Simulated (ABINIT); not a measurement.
# RbGeH3 (Pm-3m): from the cell to the phonon bands, part 3 of 6

How does RbGeH3 (Pm-3m) vibrate, and is this structure a minimum?

ABINIT 10.8.3; DFT PBE, scalar-relativistic, plane waves, PseudoDojo norm-conserving pseudopotentials.

So far. Step 6 (Self-consistent run for the response): The cell stands at -0.63 GPa: the relaxation ran with a smoothed and higher cutoff, and the difference is a stress of the finite basis. Step 7 (Zone-centre response): The acoustic modes at Γ come out as far as 7.7 cm⁻¹ from zero, where they should vanish, a small numerical error. The lowest optical mode is imaginary, 1638i cm⁻¹, an instability at this level and on this k mesh. The relaxed cell has a = 4.158 Å (conventional setting).

The structure was built from a prototype and need not be the compound's stable phase.

## (8) Zone-centre analysis

anaddb reads the merged derivatives and imposes the acoustic sum rule.

File anaddb.abi:

```
ddb_filepath "gamma_DDB"
output_file "anaddb.abo"
outdata_prefix "anaddb"
asr 1
chneut 1
enunit 2
eivec 1
nph1l 1
qph1l 0.0 0.0 0.0 1.0
```

File mrgddb.in:

```
gamma_DDB
merged
2
dfpt_gammao_DDB
gso_DDB
```

Run with:

```
$ mrgddb < mrgddb.in > mrgddb.log
$ OMP_NUM_THREADS=1 anaddb anaddb.abi > anaddb.log
```

anaddb.abo, the main output file:

```text
-outvars_anaddb: echo values of input variables ----------------------

 Miscellaneous information :
      enunit         2
       eivec         1
         asr         1
 First list of wavevector (reduced coord.) :
       nph1l         1
       qph1l
                     0.00000000E+00  0.00000000E+00  0.00000000E+00    1.000E+00

================================================================================

 read the DDB information and perform some checks

  ==== Info on the Cryst% object ====
 Real(R)+Recip(G) space primitive vectors, cartesian coordinates (Bohr,Bohr^-1):
 R(1)=  7.8578567  0.0000000  0.0000000  G(1)=  0.1272612  0.0000000  0.0000000
 R(2)=  0.0000000  7.8578567  0.0000000  G(2)=  0.0000000  0.1272612  0.0000000
 R(3)=  0.0000000  0.0000000  7.8578567  G(3)=  0.0000000  0.0000000  0.1272612
 Unit cell volume ucvol=  4.8519053E+02 bohr^3
 Angles (23,13,12)=  9.00000000E+01  9.00000000E+01  9.00000000E+01 degrees
 Time-reversal symmetry is present
 Reduced atomic positions [iatom, xred, symbol]:
    1)    0.0000000  0.0000000  0.0000000  Rb
    2)    0.5000000  0.5000000  0.5000000  Ge
    3)    0.5000000  0.5000000  0.0000000   H
    4)    0.5000000  0.0000000  0.5000000   H
    5)    0.0000000  0.5000000  0.5000000   H

 DDB file with 3 blocks has been read.

================================================================================

 Treat the first list of vectors

  Phonon wavevector (reduced coordinates) :  0.00000  0.00000  0.00000
 Phonon energies in Hartree :
  -7.464848E-03 -7.464848E-03 -7.464848E-03  0.000000E+00  0.000000E+00
   0.000000E+00  4.928843E-04  4.928843E-04  4.928843E-04  3.073037E-03
   3.073037E-03  3.073037E-03  3.264728E-03  3.264728E-03  3.264728E-03
 Phonon energies in meV     :
- -2.031289E+02 -2.031289E+02 -2.031289E+02  0.000000E+00  0.000000E+00
-  0.000000E+00  1.341206E+01  1.341206E+01  1.341206E+01  8.362160E+01
-  8.362160E+01  8.362160E+01  8.883777E+01  8.883777E+01  8.883777E+01
 Phonon frequencies in cm-1    :
- -1.638345E+03 -1.638345E+03 -1.638345E+03  0.000000E+00  0.000000E+00
-  0.000000E+00  1.081756E+02  1.081756E+02  1.081756E+02  6.744537E+02
-  6.744537E+02  6.744537E+02  7.165249E+02  7.165249E+02  7.165249E+02
 Phonon frequencies in Thz     :
- -4.911634E+01 -4.911634E+01 -4.911634E+01  0.000000E+00  0.000000E+00
-  0.000000E+00  3.243023E+00  3.243023E+00  3.243023E+00  2.021961E+01
-  2.021961E+01  2.021961E+01  2.148088E+01  2.148088E+01  2.148088E+01
 Phonon energies in Kelvin  :
- -2.357213E+03 -2.357213E+03 -2.357213E+03  0.000000E+00  0.000000E+00
-  0.000000E+00  1.556406E+02  1.556406E+02  1.556406E+02  9.703883E+02
-  9.703883E+02  9.703883E+02  1.030919E+03  1.030919E+03  1.030919E+03

 Eigendisplacements
 (will be given, for each mode : in cartesian coordinates
   for each atom the real part of the displacement vector,
   then the imaginary part of the displacement vector - absolute values smaller than 1.0d-7 are set to zero)
  Mode number    1   Energy   -7.464848E-03
 Attention : low frequency mode.
   (Could be unstable or acoustic mode)
-  1  2.72269537E-05  0.00000000E+00  0.00000000E+00
-     0.00000000E+00  0.00000000E+00  0.00000000E+00
-  2  2.69133903E-04  0.00000000E+00  0.00000000E+00
-     0.00000000E+00  0.00000000E+00  0.00000000E+00
-  3  7.47631396E-04 -2.75313951E-07  0.00000000E+00
-     0.00000000E+00  0.00000000E+00  0.00000000E+00
-  4  7.47631396E-04  8.54034080E-06  0.00000000E+00
-     0.00000000E+00  0.00000000E+00  0.00000000E+00
-  5 -2.31918030E-02 -2.75313951E-07  0.00000000E+00
-     0.00000000E+00  0.00000000E+00  0.00000000E+00
  Mode number    2   Energy   -7.464848E-03
 Attention : low frequency mode.
   (Could be unstable or acoustic mode)
-  1  0.00000000E+00  2.72269537E-05  0.00000000E+00
-     0.00000000E+00  0.00000000E+00  0.00000000E+00
-  2  0.00000000E+00  2.69133903E-04  0.00000000E+00
-     0.00000000E+00  0.00000000E+00  0.00000000E+00
-  3  2.75313951E-07  7.47631396E-04  0.00000000E+00
-     0.00000000E+00  0.00000000E+00  0.00000000E+00
-  4  2.75313951E-07 -2.31918030E-02  0.00000000E+00
-     0.00000000E+00  0.00000000E+00  0.00000000E+00
-  5 -8.54034080E-06  7.47631396E-04  0.00000000E+00
-     0.00000000E+00  0.00000000E+00  0.00000000E+00
  Mode number    3   Energy   -7.464848E-03
 Attention : low frequency mode.
   (Could be unstable or acoustic mode)
-  1  0.00000000E+00  0.00000000E+00  2.72269556E-05
-     0.00000000E+00  0.00000000E+00  0.00000000E+00
-  2  0.00000000E+00  0.00000000E+00  2.69133921E-04
-     0.00000000E+00  0.00000000E+00  0.00000000E+00
-  3  0.00000000E+00  0.00000000E+00 -2.31918045E-02
-     0.00000000E+00  0.00000000E+00  0.00000000E+00
-  4  0.00000000E+00  0.00000000E+00  7.47631447E-04
-     0.00000000E+00  0.00000000E+00  0.00000000E+00
-  5  0.00000000E+00  0.00000000E+00  7.47631447E-04
-     0.00000000E+00  0.00000000E+00  0.00000000E+00
  Mode number    4   Energy    0.000000E+00
 Attention : low frequency mode.
   (Could be unstable or acoustic mode)
-  1  0.00000000E+00  0.00000000E+00 -1.84533292E-03
-     0.00000000E+00  0.00000000E+00  0.00000000E+00
-  2  0.00000000E+00  0.00000000E+00 -1.84528973E-03
-     0.00000000E+00  0.00000000E+00  0.00000000E+00
-  3  0.00000000E+00  0.00000000E+00 -1.84529696E-03
-     0.00000000E+00  0.00000000E+00  0.00000000E+00
-  4  0.00000000E+00  0.00000000E+00 -1.84529868E-03
-     0.00000000E+00  0.00000000E+00  0.00000000E+00
-  5  0.00000000E+00  0.00000000E+00 -1.84529868E-03
-     0.00000000E+00  0.00000000E+00  0.00000000E+00
  Mode number    5   Energy    0.000000E+00
 Attention : low frequency mode.
   (Could be unstable or acoustic mode)
-  1  1.11129047E-06  1.84533259E-03  0.00000000E+00
-     0.00000000E+00  0.00000000E+00  0.00000000E+00
-  2  1.11126447E-06  1.84528940E-03  0.00000000E+00
-     0.00000000E+00  0.00000000E+00  0.00000000E+00
-  3  1.11126985E-06  1.84529835E-03  0.00000000E+00
-     0.00000000E+00  0.00000000E+00  0.00000000E+00
-  4  1.11126985E-06  1.84529663E-03  0.00000000E+00
-     0.00000000E+00  0.00000000E+00  0.00000000E+00
-  5  1.11126882E-06  1.84529835E-03  0.00000000E+00
-     0.00000000E+00  0.00000000E+00  0.00000000E+00
  Mode number    6   Energy    0.000000E+00
 Attention : low frequency mode.
   (Could be unstable or acoustic mode)
-  1  1.84533259E-03 -1.11129175E-06  0.00000000E+00
-     0.00000000E+00  0.00000000E+00  0.00000000E+00
-  2  1.84528940E-03 -1.11126574E-06  0.00000000E+00
-     0.00000000E+00  0.00000000E+00  0.00000000E+00
-  3  1.84529835E-03 -1.11127113E-06  0.00000000E+00
-     0.00000000E+00  0.00000000E+00  0.00000000E+00
-  4  1.84529835E-03 -1.11127009E-06  0.00000000E+00
-     0.00000000E+00  0.00000000E+00  0.00000000E+00
-  5  1.84529663E-03 -1.11127113E-06  0.00000000E+00
-     0.00000000E+00  0.00000000E+00  0.00000000E+00
  Mode number    7   Energy    4.928843E-04
-  1  0.00000000E+00  2.23419194E-07 -1.73355440E-03
-     0.00000000E+00  0.00000000E+00  0.00000000E+00
-  2  0.00000000E+00 -2.56011614E-07  1.98644554E-03
-     0.00000000E+00  0.00000000E+00  0.00000000E+00
-  3  0.00000000E+00 -1.50555619E-07  1.56337372E-03
-     0.00000000E+00  0.00000000E+00  0.00000000E+00
-  4  0.00000000E+00 -2.01486435E-07  1.16819129E-03
-     0.00000000E+00  0.00000000E+00  0.00000000E+00
-  5  0.00000000E+00 -1.50555619E-07  1.16819129E-03
-     0.00000000E+00  0.00000000E+00  0.00000000E+00
  Mode number    8   Energy    4.928843E-04
-  1  0.00000000E+00  1.73355440E-03  2.23419210E-07
-     0.00000000E+00  0.00000000E+00  0.00000000E+00
-  2  0.00000000E+00 -1.98644554E-03 -2.56011633E-07
-     0.00000000E+00  0.00000000E+00  0.00000000E+00
-  3  0.00000000E+00 -1.16819129E-03 -2.01486449E-07
-     0.00000000E+00  0.00000000E+00  0.00000000E+00
-  4  0.00000000E+00 -1.56337372E-03 -1.50555630E-07
-     0.00000000E+00  0.00000000E+00  0.00000000E+00
-  5  0.00000000E+00 -1.16819129E-03 -1.50555630E-07
-     0.00000000E+00  0.00000000E+00  0.00000000E+00
  Mode number    9   Energy    4.928843E-04
-  1  1.73355442E-03  0.00000000E+00  0.00000000E+00
-     0.00000000E+00  0.00000000E+00  0.00000000E+00
-  2 -1.98644555E-03  0.00000000E+00  0.00000000E+00
-     0.00000000E+00  0.00000000E+00  0.00000000E+00
-  3 -1.16819130E-03  0.00000000E+00  0.00000000E+00
-     0.00000000E+00  0.00000000E+00  0.00000000E+00
-  4 -1.16819130E-03  0.00000000E+00  0.00000000E+00
-     0.00000000E+00  0.00000000E+00  0.00000000E+00
-  5 -1.56337373E-03  0.00000000E+00  0.00000000E+00
-     0.00000000E+00  0.00000000E+00  0.00000000E+00
  Mode number   10   Energy    3.073037E-03
-  1  0.00000000E+00  0.00000000E+00  0.00000000E+00
-     0.00000000E+00  0.00000000E+00  0.00000000E+00
-  2  0.00000000E+00  0.00000000E+00  0.00000000E+00
-     0.00000000E+00  0.00000000E+00  0.00000000E+00
-  3  0.00000000E+00  1.82578748E-06  0.00000000E+00
-     0.00000000E+00  0.00000000E+00  0.00000000E+00
-  4  0.00000000E+00  0.00000000E+00  1.64963404E-02
-     0.00000000E+00  0.00000000E+00  0.00000000E+00
-  5  0.00000000E+00 -1.82578748E-06 -1.64963404E-02
-     0.00000000E+00  0.00000000E+00  0.00000000E+00
  Mode number   11   Energy    3.073037E-03
-  1  0.00000000E+00  0.00000000E+00  0.00000000E+00
-     0.00000000E+00  0.00000000E+00  0.00000000E+00
-  2  0.00000000E+00  0.00000000E+00  0.00000000E+00
-     0.00000000E+00  0.00000000E+00  0.00000000E+00
-  3  1.64509932E-07 -1.64963403E-02  0.00000000E+00
-     0.00000000E+00  0.00000000E+00  0.00000000E+00
-  4 -1.64509931E-07  0.00000000E+00  1.82578709E-06
-     0.00000000E+00  0.00000000E+00  0.00000000E+00
-  5  0.00000000E+00  1.64963403E-02 -1.82578709E-06
-     0.00000000E+00  0.00000000E+00  0.00000000E+00
  Mode number   12   Energy    3.073037E-03
-  1  0.00000000E+00  0.00000000E+00  0.00000000E+00
-     0.00000000E+00  0.00000000E+00  0.00000000E+00
-  2  0.00000000E+00  0.00000000E+00  0.00000000E+00
-     0.00000000E+00  0.00000000E+00  0.00000000E+00
-  3  1.64963405E-02  1.64505547E-07  0.00000000E+00
-     0.00000000E+00  0.00000000E+00  0.00000000E+00
-  4 -1.64963405E-02  0.00000000E+00  0.00000000E+00
-     0.00000000E+00  0.00000000E+00  0.00000000E+00
-  5  0.00000000E+00 -1.64505547E-07  0.00000000E+00
-     0.00000000E+00  0.00000000E+00  0.00000000E+00
  Mode number   13   Energy    3.264728E-03
-  1  0.00000000E+00  0.00000000E+00  8.57365299E-05
-     0.00000000E+00  0.00000000E+00  0.00000000E+00
-  2  0.00000000E+00  0.00000000E+00  3.62854271E-04
-     0.00000000E+00  0.00000000E+00  0.00000000E+00
-  3  0.00000000E+00  4.36583341E-07 -7.41242645E-04
-     0.00000000E+00  0.00000000E+00  0.00000000E+00
-  4  0.00000000E+00  0.00000000E+00 -1.63340288E-02
-     0.00000000E+00  0.00000000E+00  0.00000000E+00
-  5  0.00000000E+00  4.36583341E-07 -1.63340288E-02
-     0.00000000E+00  0.00000000E+00  0.00000000E+00
  Mode number   14   Energy    3.264728E-03
-  1  0.00000000E+00  8.57365297E-05  0.00000000E+00
-     0.00000000E+00  0.00000000E+00  0.00000000E+00
-  2  0.00000000E+00  3.62854270E-04  0.00000000E+00
-     0.00000000E+00  0.00000000E+00  0.00000000E+00
-  3 -1.07746746E-06 -1.63340288E-02  0.00000000E+00
-     0.00000000E+00  0.00000000E+00  0.00000000E+00
-  4 -1.07746746E-06 -7.41242643E-04 -4.36581859E-07
-     0.00000000E+00  0.00000000E+00  0.00000000E+00
-  5  0.00000000E+00 -1.63340288E-02 -4.36581859E-07
-     0.00000000E+00  0.00000000E+00  0.00000000E+00
  Mode number   15   Energy    3.264728E-03
-  1  8.57365297E-05  0.00000000E+00  0.00000000E+00
-     0.00000000E+00  0.00000000E+00  0.00000000E+00
-  2  3.62854270E-04  0.00000000E+00  0.00000000E+00
-     0.00000000E+00  0.00000000E+00  0.00000000E+00
-  3 -1.63340288E-02  1.07746686E-06  0.00000000E+00
-     0.00000000E+00  0.00000000E+00  0.00000000E+00
-  4 -1.63340288E-02  0.00000000E+00  0.00000000E+00
-     0.00000000E+00  0.00000000E+00  0.00000000E+00
-  5 -7.41242644E-04  1.07746686E-06  0.00000000E+00
-     0.00000000E+00  0.00000000E+00  0.00000000E+00

 Analysis of degeneracies and characters (maximum tolerance=1.00E-06 a.u.)
 For each vibration mode, or group of modes if degenerate,
 the characters are given for each symmetry operation (see the list in the log file).
 Symmetry characters of vibration mode #   1
       degenerate with vibration modes #   2 to    3
  3.0 -3.0 -1.0  1.0 -1.0  1.0 -1.0  1.0  1.0 -1.0 -1.0  1.0  1.0 -1.0 -1.0  1.0
 -0.0  0.0  0.0 -0.0  0.0 -0.0 -0.0  0.0  1.0 -1.0 -1.0  1.0 -1.0  1.0  1.0 -1.0
 -0.0  0.0  0.0 -0.0 -0.0  0.0  0.0 -0.0  1.0 -1.0  1.0 -1.0 -1.0  1.0 -1.0  1.0
 Symmetry characters of vibration mode #   4
       degenerate with vibration modes #   5 to    6
  3.0 -3.0 -1.0  1.0 -1.0  1.0 -1.0  1.0  1.0 -1.0 -1.0  1.0  1.0 -1.0 -1.0  1.0
  0.0 -0.0  0.0 -0.0 -0.0  0.0 -0.0  0.0  1.0 -1.0 -1.0  1.0 -1.0  1.0  1.0 -1.0
  0.0 -0.0 -0.0  0.0 -0.0  0.0  0.0 -0.0  1.0 -1.0  1.0 -1.0 -1.0  1.0 -1.0  1.0
 Symmetry characters of vibration mode #   7
       degenerate with vibration modes #   8 to    9
  3.0 -3.0 -1.0  1.0 -1.0  1.0 -1.0  1.0  1.0 -1.0 -1.0  1.0  1.0 -1.0 -1.0  1.0
 -0.0  0.0 -0.0  0.0  0.0 -0.0  0.0 -0.0  1.0 -1.0 -1.0  1.0 -1.0  1.0  1.0 -1.0
 -0.0  0.0  0.0 -0.0  0.0 -0.0 -0.0  0.0  1.0 -1.0  1.0 -1.0 -1.0  1.0 -1.0  1.0
 Symmetry characters of vibration mode #  10
       degenerate with vibration modes #  11 to   12
  3.0 -3.0 -1.0  1.0 -1.0  1.0 -1.0  1.0 -1.0  1.0  1.0 -1.0 -1.0  1.0  1.0 -1.0
  0.0 -0.0  0.0 -0.0 -0.0  0.0 -0.0  0.0 -1.0  1.0  1.0 -1.0  1.0 -1.0 -1.0  1.0
  0.0 -0.0 -0.0  0.0 -0.0  0.0  0.0 -0.0 -1.0  1.0 -1.0  1.0  1.0 -1.0  1.0 -1.0
 Symmetry characters of vibration mode #  13
       degenerate with vibration modes #  14 to   15
  3.0 -3.0 -1.0  1.0 -1.0  1.0 -1.0  1.0  1.0 -1.0 -1.0  1.0  1.0 -1.0 -1.0  1.0
  0.0 -0.0 -0.0  0.0  0.0 -0.0 -0.0  0.0  1.0 -1.0 -1.0  1.0 -1.0  1.0  1.0 -1.0
  0.0 -0.0  0.0 -0.0 -0.0  0.0 -0.0  0.0  1.0 -1.0  1.0 -1.0 -1.0  1.0 -1.0  1.0
-
```

The job ended after 0.59 s (1 thread of Arm Neoverse N1, shared host).

Numbers from this step:

* highest optical zone-centre mode (no LO-TO term): 716.5 cm⁻¹

No LO-TO term; unit eigenvectors of the mass-weighted matrix, from anaddb's displacements. The modes at Γ (shares of kinetic energy by element, %) (negative means imaginary):

| mode | frequency (cm⁻¹) | symmetry | Rb % | Ge % | H % |
| --- | --- | --- | --- | --- | --- |
| 1 | -1638.3 | T1u | 0 | 1 | 99 |
| 2 | -1638.3 | T1u | 0 | 1 | 99 |
| 3 | -1638.3 | T1u | 0 | 1 | 99 |
| 4 | 0.0 | acoustic | 53 | 45 | 2 |
| 5 | 0.0 | acoustic | 53 | 45 | 2 |
| 6 | 0.0 | acoustic | 53 | 45 | 2 |
| 7 | 108.2 | T1u | 47 | 52 | 1 |
| 8 | 108.2 | T1u | 47 | 52 | 1 |
| 9 | 108.2 | T1u | 47 | 52 | 1 |
| 10 | 674.5 | T2u | 0 | 0 | 100 |
| 11 | 674.5 | T2u | 0 | 0 | 100 |
| 12 | 674.5 | T2u | 0 | 0 | 100 |
| 13 | 716.5 | T1u | 0 | 2 | 98 |
| 14 | 716.5 | T1u | 0 | 2 | 98 |
| 15 | 716.5 | T1u | 0 | 2 | 98 |

Displacements in mode 3 (-1638.3 cm⁻¹), the largest set to 1:
```
Rb1  0.00  0.00  0.00
Ge2  0.00  0.00  0.01
H3   0.00  0.00 -1.00
H4   0.00  0.00  0.03
H5   0.00  0.00  0.03
```

Displacements in mode 7 (108.2 cm⁻¹), the largest set to 1:
```
Rb1  0.00  0.00 -0.87
Ge2  0.00  0.00  1.00
H3   0.00  0.00  0.79
H4   0.00  0.00  0.59
H5   0.00  0.00  0.59
```

The rule moves no optical mode by more than 0.3 cm⁻¹.

(Continued in part 4 of 6.)

[Host names and launcher messages were left out of these logs when they were recorded.]

[Logs are printed without paths, hosts, clocks, repeated set-up lines and the standing remarks that a program may print on its own settings, such as how far it seeks lower states.]

[Hosts, paths, dates, database ids (printed as entryN), source tags and the programs' standing remarks are cut or masked in the printed files.]
